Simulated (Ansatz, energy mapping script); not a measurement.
**MnS in the rock-salt structure: exchange couplings worked by hand**

A handful of total energies of MnS in the rock-salt structure fix a spin model. One order is withheld as a test.

Calculated with Ansatz 0.2.0; PBE with U = 4.4 eV on Mn d, ortho-atomic projectors, isotropic strain to volume × 0.9; plane waves, U on orthogonalised atomic orbitals unless named otherwise, collinear spin, no spin–orbit coupling.

### 1. Set-up

The structure is cubic, space group Fm-3m (No. 225). The conventional cell has a = 5.143 Å, b = 5.143 Å, c = 5.143 Å, α = 90.00°, β = 90.00°, γ = 90.00°. Mn has 6 S at 2.57 Å nearest. Nearest to S lie 6 Mn at 2.57 Å. rocksalt prototype, lattice guessed from radii. Farther neighbours and most contacts between anions are not listed.

This cell was built for the study (rocksalt prototype, lattice guessed from radii), not taken from an experiment; the compound need not form in this structure.

The parent cell was relaxed beforehand in Ansatz under PBE with U = 4.6 eV on Mn d, ortho-atomic projectors, from parallel moments.

### 2. Two of the runs

The parallel order and one order with opposed moments, in one cell and on one mesh:

File input.yaml:

```yaml
crystal:
  lattice:
    - [0.0, -2.5712612995, -2.5712612995]
    - [-2.5712612995, 0.0, -2.5712612995]
    - [2.5712612995, 2.5712612995, -5.1425225989]
  atoms:
    - { symbol: Mn, position: [0.5, 0.5, 0.5], spin: 4.5 }
    - { symbol: Mn, position: [0.0, 0.0, 0.0], spin: 4.5 }
    - { symbol: S, position: [0.75, 0.75, 0.75] }
    - { symbol: S, position: [0.25, 0.25, 0.25] }
magnetization:
  spin_polarized: true
kpoints:
  mp_grid: { grid: [8, 8, 8] }
hamiltonian:
  xc: pbe
  hubbard:
    sites:
      - { species: Mn, l: d, u_eff: 4.4 }
      - { site: 0, l: d, u_eff: 4.4, starting_ns: [{ spin: up, occupation_matrix: mn1_major }, { spin: down, occupation_matrix: mn1_minor }] }
      - { site: 1, l: d, u_eff: 4.4, starting_ns: [{ spin: up, occupation_matrix: mn1_major }, { spin: down, occupation_matrix: mn1_minor }] }
    projectors: ortho-atomic
    occupation_matrices:
      mn1_major:
        matrix:
          - [0.992, 0.0, 0.0, 0.0, 0.0]
          - [0.0, 0.998, 0.0, 0.0, 0.0]
          - [0.0, 0.0, 0.998, 0.0, 0.0]
          - [0.0, 0.0, 0.0, 0.992, 0.0]
          - [0.0, 0.0, 0.0, 0.0, 0.998]
      mn1_minor:
        matrix:
          - [0.112, 0.0, 0.0, 0.0, 0.0]
          - [0.0, 0.026, 0.0, 0.0, 0.0]
          - [0.0, 0.0, 0.026, 0.0, 0.0]
          - [0.0, 0.0, 0.0, 0.112, 0.0]
          - [0.0, 0.0, 0.0, 0.0, 0.026]
scf:
  occupations: { method: fermi_dirac, width: 0.04 }
output:
  eigenvalues: true
```

Started as:

```console
$ ansatz run input.yaml --threads 4 --pin off --max-ram 8192MiB --backend cpu --events-out ev --progress --plain --runs-dir out
```

Numbers of over 12 decimals in the logs are rounded to 6 here.

The log of the run:

```text
Engine: ansatz 0.2.0, aarch64-unknown-linux-gnu
Pseudopotentials: kind: paw
Pseudopotential: Mn, paw, valence charge 15, recommended cutoff 420 eV (normal), Mn.paw.azcp
Pseudopotential: S, paw, valence charge 6, recommended cutoff 420 eV (normal), S.paw.azcp
Functional definition: PBE
  parameter kappa = 0.804
  parameter beta = 0.066725
  exchange = pbe_x(kappa = kappa, mu = beta*pi^2/3)
[...]
k-point 0 ↑: bands = [... 17 lower, 5.0360, 5.4380, 5.4380, 6.4626, 9.2589, 9.2589, 9.2590, 10.8605, ... 6 higher]
  k-point 1 ↑: bands = [... 17 lower, 5.0057, 5.4172, 5.4172, 6.4832, 8.9712, 9.3231, 9.3231, 10.7946, ... 6 higher]
  k-point 2 ↑: bands = [... 17 lower, 5.0104, 5.3589, 5.3589, 6.5604, 8.3321, 9.5014, 9.5014, 10.6132, ... 6 higher]
  k-point 64 ↓: bands = [... 17 lower, 13.7017, 13.7201, 13.7232, 13.9551, 14.1396, 14.2633, 14.3655, 14.4178, ... 6 higher]
Occupation matrices written to <dir>
[key lines of the parts left out:]
SCF converged after 12 iterations
Magnetization: 10.0000 μB (26.0000 up, 16.0000 down)
Free energy (F): -9601.881432 eV
Fermi energy:    11.289024 eV
```

Wall time 4.9 s (4 threads of Arm Neoverse V1, shared host); peak memory 0.51 GiB; 18 s of CPU time.

Changes to input.yaml since step 2:

```diff
@@ -7,3 +7,3 @@
     - { symbol: Mn, position: [0.5, 0.5, 0.5], spin: 4.5 }
-    - { symbol: Mn, position: [0.0, 0.0, 0.0], spin: 4.5 }
+    - { symbol: Mn, position: [0.0, 0.0, 0.0], spin: -4.5 }
     - { symbol: S, position: [0.75, 0.75, 0.75] }
@@ -20,3 +20,3 @@
       - { site: 0, l: d, u_eff: 4.4, starting_ns: [{ spin: up, occupation_matrix: mn1_major }, { spin: down, occupation_matrix: mn1_minor }] }
-      - { site: 1, l: d, u_eff: 4.4, starting_ns: [{ spin: up, occupation_matrix: mn1_major }, { spin: down, occupation_matrix: mn1_minor }] }
+      - { site: 1, l: d, u_eff: 4.4, starting_ns: [{ spin: up, occupation_matrix: mn1_minor }, { spin: down, occupation_matrix: mn1_major }] }
     projectors: ortho-atomic
```

The log of the run:

```text
[...]
Crystal: 4 atoms, lattice volume = 67.998 Å³
Basis set: ecut = 420 eV, 1297 PW (Γ)
Bands: 31, of which v1, the nominal top of the filled ones, is band 21 counted from 1 (20 counted from 0)
Symmetry: 12 space group operations
[...]
k-points: 65 of 512
[...]
Starting moments: Σ|m| = 9 μB on 2 of 4 sites
[...]
k-point 1 ↑: bands = [... 17 lower, 8.9399, 9.0328, 9.5773, 9.5773, 13.5033, 13.5148, 13.5148, 13.7421, ... 6 higher]
  k-point 2 ↑: bands = [... 17 lower, 8.6950, 8.6950, 9.8606, 9.8606, 13.3527, 13.4640, 13.4640, 14.1618, ... 6 higher]
  k-point 64 ↓: bands = [... 17 lower, 6.7985, 7.3880, 8.9229, 8.9813, 12.9671, 13.7010, 13.8287, 14.1298, ... 6 higher]
Occupation matrices written to <dir>
[key lines of the parts left out:]
SCF converged after 11 iterations
Magnetization: 0.0000 μB (21.0000 up, 21.0000 down)
Free energy (F): -9602.016776 eV
Fermi energy:    11.273739 eV
```

It took 4.3 s on 4 threads; peak memory 0.53 GiB; 16 s of CPU time.

At zero occupation width the energies are -9601.88143 and -9602.01678 eV for 2 Mn atoms, so ΔE = 1000 × (-9602.01678 − (-9601.88143)) / 2 = -67.67 meV a magnetic atom.

### 3. The orders used, and who is opposed

Each order is measured in this way from the parallel run of its own cell. n counts, for a mean magnetic atom, the neighbours of each shell whose moment is opposed.

| order | ΔE (meV) | n at 3.64 Å (of 12) | n at 5.14 Å (of 6) |
| --- | --- | --- | --- |
| compensated +− in cell A | -67.67 | 6 | 6 |
| compensated +− in cell B | -25.22 | 8 | 0 |
| uncompensated ++− in cell C | ? | 4 | 4 |

Wanted: the couplings, and ΔE of the order “uncompensated ++− in cell C”.

### 4. The equations

With E = −Σ J e·e over ordered pairs of unit vectors, an atom's energy is −Σ J (z − 2n), since each opposed neighbour turns +1 into −1. Against the parallel order, ΔE = 2 Σ n J:

- 12 J₁ + 12 J₂ = -67.67
- 16 J₁ = -25.22

Cramer's rule: the determinant of the left side is D = -192; with the column of each J replaced by the energies it is D₁ = 302.6 and D₂ = 780.1. So J₁ = -1.58 meV and J₂ = -4.06 meV.

### 5. The order left out

ΔE = 8 × (-1.58) + 8 × (-4.06) = -45.11 meV.

### 6. Mean-field temperature

In the lowest order (compensated +− in cell A) a spin feels the field h = 2 J₀ m with J₀ = Σ J (z − 2n) = (-1.58) × (0) + (-4.06) × (-6) = 24.38 meV. For classical unit spins m ≈ h/3k_BT near the transition, so k_BT = 2 J₀/3 and T = 2 × 24.38 / (3 × 0.08617) = 189 K.

### 7. Results

| Quantity | Value |
| --- | --- |
| J₁, Mn–Mn at 3.64 Å | -1.58 meV |
| J₂, Mn–Mn at 5.14 Å | -4.06 meV |
| ΔE predicted for the withheld order | -45.1 meV |
| ΔE of the withheld run | -52.1 meV |
| mean-field temperature by hand | 189 K |

**Reading.** The hand solution predicts -45.11 meV and the withheld run gave -52.13 meV, a miss of 7.01 meV on a scale of 67.7 meV. Farther shells, terms beyond the Heisenberg form or the mesh can cause that. A least-squares fit to all 4 orders gives -1.48, -4.29 and -0.0917 meV, with a third shell at 6.30 Å that the hand model leaves out. The least-squares couplings give 199 K in mean field and 135 K by Monte Carlo, which keeps the fluctuations. This set was picked because its moments stay put and its equations are well conditioned; many sets are less well behaved. Shells left out of the hand model add to these values wherever the orders used reverse them, so each J is partly a sum. A fit with one more shell, at 7.27 Å, gives -0.95, -4.1, -0.31 and -0.57 meV and 136 K in mean field. The cell was built from a prototype and relaxed before the change was imposed without further relaxation; a distortion that needs a larger cell, or another structure that the compound may prefer, is not captured.

[Logs and program files are shortened in this print: banners, set-up blocks, solver, clock and traceback lines can be left out without a mark of their own.]

[Logs are printed without paths, hosts, clocks, repeated set-up lines and the standing remarks that a program may print on its own settings, such as how far it seeks lower states.]

[Hosts, paths, dates, database ids (printed as entryN), source tags and the programs' standing remarks are cut or masked in the printed files.]

[Where a cell is said to come from a database of computed structures, the database is the Materials Project.]
